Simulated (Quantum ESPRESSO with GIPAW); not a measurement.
# H2SeO3: from the crystal structure to its NMR spectrum, part 2 of 2

Aim: the magnetic shielding of every site in H2SeO3.

Quantum ESPRESSO with GIPAW; PBEsol.

So far. Step 2 (The SCF step): It converged in 38 cycles to an estimated accuracy of 9e-11 Ry, on 24 irreducible k-points.

## Step 3: GIPAW: job nmr (continued)

Level of this step: DFT, PBEsol, plane-wave PAW (pslibrary 1.0.0 recipes), scalar-relativistic, GIPAW shieldings (Quantum ESPRESSO with GIPAW).

The f-sum rule is met to 0.0096 of 55.1 (0.02 %). Converged shieldings require that this miss be small, but a small miss does not prove them.

From the symmetric part of each tensor, with principal values σ11 ≤ σ22 ≤ σ33: σ_iso is their mean, the span is σ33 − σ11 and the skew 3(σ_iso − σ22)/span. (gipaw.x prints an anisotropy in another convention.)

```
 site  atom no.  atoms in cell  σ_iso (ppm)  span (ppm)   skew
Se(1)         1              1        245.0       265.8   0.62
Se(2)         2              1        226.0       321.9   0.46
 O(1)         3              1         70.2       155.1   0.13
 O(2)         4              1         44.9       194.6  -0.48
 O(3)         5              1         39.5       136.6  -0.02
 O(4)         6              1         40.7       216.1  -0.44
 O(5)         7              1         51.7       193.8  -0.16
 O(6)         8              1         43.6       143.5  -0.03
 H(1)         9              1         9.15       30.32   0.82
 H(2)        10              1         9.33       28.99   0.77
 H(3)        11              1        10.42       28.78   0.81
 H(4)        12              1        11.36       28.04   0.87
```

The macroscopic shape term is switched off. For a spherical sample the valence susceptibility of this run would add about 7 ppm to every site, a rough estimate, since the susceptibility converges slowly and lacks part of the PAW terms. Differences within the crystal don't depend on it, but shieldings of different compounds can't be compared to better than a few ppm without it.

In this run the largest span is that of Se(2) (site symmetry 1), with principal values 89.7, 176.8 and 411.6 ppm.

17O also has a quadrupolar coupling here. It is not given: on PAW files the efg job of this gipaw.x leaves out the augmentation charge of neighbouring atoms and can miss by tens of per cent.

## Step 4: Sites, surroundings and shifts

A shielding is counted from the bare nucleus and a shift from a reference compound, with the opposite sign. A fitted line does better than one reference, as its slope takes up part of the functional's error. For ¹H and ⁷Li, with little paramagnetic shielding, slope and scatter come mostly from geometry, vibration and the shape term.

Reference lines, from the same functional and files: 1H: δ = (29.71 − σ) / 1.204, zero at TMS, fitted to 11 measured values, from Ca(BH4)2, Ca(OH)2, CsH2PO4, LiBH4, LiH, MgH2, NaH, NaOH and NH4H2PO4, with a scatter of 0.61 ppm r.m.s., with σ taken with the shape term of a sphere (6.6 ppm here). Kinds of site that fitted badly were split off after the misses were seen, so the scatter is that of the points kept.

Covalently bonded atoms count as neighbours within 1.18 times the sum of their radii. Otherwise a cation's neighbours lie within 1.2 times its shortest bond (1.3 for large cations, each anion's radius taken off where they differ), and an anion's are the cations that count it.

```
 site  atom no.  atoms in cell                       surroundings     bonds (Å)  δ_iso (ppm)
Se(1)         1              1                               SeO3  1.67 to 1.78            -
Se(2)         2              1                               SeO3  1.69 to 1.78            -
 O(1)         3              1                           hydroxyl  1.02 to 1.76            -
 O(2)         4              1                           hydroxyl  1.04 to 1.78            -
 O(3)         5              1                        bound to Se         1.685            -
 O(4)         6              1                           hydroxyl  1.04 to 1.78            -
 O(5)         7              1                           hydroxyl  1.02 to 1.76            -
 O(6)         8              1                        bound to Se         1.671            -
 H(1)         9              1  bound to O, H bond to O at 1.54 Å         1.037        11.60
 H(2)        10              1  bound to O, H bond to O at 1.54 Å         1.038        11.45
 H(3)        11              1  bound to O, H bond to O at 1.60 Å         1.022        10.55
 H(4)        12              1  bound to O, H bond to O at 1.65 Å         1.019         9.76
```

The 2 Se sites spread over 19.0 ppm in shielding, from Se(2) (least shielded) to Se(1). By surroundings the O shieldings are 1-coordinate: 39.5 to 43.6; hydroxyl: 40.7 to 70.2 ppm. The 4 H sites spread over 2.21 ppm in shielding, from H(1) (least shielded) to H(4).

Simulated spectrum: 1H MAS at 40 kHz, 11.7 T (498.2 MHz), lines broadened by 0.5 ppm; rigid lattice, with dipolar and J couplings left out. Its lines over 1.5 % of the strongest:

```
δ (ppm)  area
  11.52  1.00
  10.55  0.50
   9.76  0.50
```

At this broadening the 4 sites give 3 resolved isotropic lines.

Simulated spectrum: 77Se static powder, 23.5 T (191.7 MHz), lines broadened by 6.4 ppm; the axis counts ppm from the isotropic position of Se(1), as −Δσ; rigid lattice, with dipolar and J couplings left out.

offset (ppm), intensity and a bar:
```
      194       0.00 
      182       0.00 
      169       0.00 
      157       0.07 ##
      145       0.22 #######
      133       0.23 #######
      121       0.25 ########
      109       0.30 #########
       97       0.61 ##################
       84       0.70 #####################
       73       0.85 ##########################
       61       0.94 ############################
       56       1.00 ##############################
       48       0.81 ########################
       36       0.65 ###################
       24       0.57 #################
       12       0.52 ###############
        0       0.48 ##############
      -12       0.44 #############
      -24       0.42 #############
      -37       0.40 ############
      -48       0.38 ###########
      -60       0.36 ###########
      -73       0.35 ##########
      -85       0.34 ##########
      -97       0.33 ##########
     -109       0.32 #########
     -121       0.31 #########
     -133       0.30 #########
     -145       0.29 #########
     -158       0.25 ########
     -169       0.03 #
     -181       0.00 
     -194       0.00 
     -205       0.00
```

Most prominent maxima (ppm: height): 56: 1.00.

## Step 5: Results

| Quantity | Value |
| --- | --- |
| 1H shift | 11.60, 11.45, 10.55, 9.76 ppm |
| 17O shielding without shape term | 39.5, 40.7, 43.6, 44.9, 51.7, 70.2 ppm |
| 77Se shielding without shape term | 226.0, 245.0 ppm |

**Reading.** 1H has 4 sites, in the ratio 1:1:1:1: H(1) (bound to O, H bond to O at 1.54 Å) at a shift of 11.60, H(2) (bound to O, H bond to O at 1.54 Å) at a shift of 11.45, H(3) (bound to O, H bond to O at 1.60 Å) at a shift of 10.55 and H(4) (bound to O, H bond to O at 1.65 Å) at a shift of 9.76 ppm. The closest two lie 0.15 ppm apart, less than the scatter of the reference line; errors within one crystal cancel in part, but their order is not certain. No sound run at another cutoff or mesh is at hand, so convergence rests on the f-sum rule and on experience with these files. Hydrogen's values are less sure: spans of ¹H carry errors of some ppm on PAW files, the bulk susceptibility matters on its narrow scale, and it is treated as a fixed classical nucleus at 0 K. This build of gipaw.x prints that it is not audited and that its numbers are no references by themselves. It also reports spline_ps as false although the input sets it; why was not traced.

[Banner, clock, file and message-heading lines were taken out of the pw.x and gipaw.x logs.]

[Logs are printed without paths, hosts, clocks, repeated set-up lines and the standing remarks that a program may print on its own settings, such as how far it seeks lower states.]

[Hosts, paths, dates, database ids (printed as entryN), source tags and the programs' standing remarks are cut or masked in the printed files.]

[Where no reference line passes its bar on scatter, no shift is given, so a measured shift of this compound may stand uncompared.]
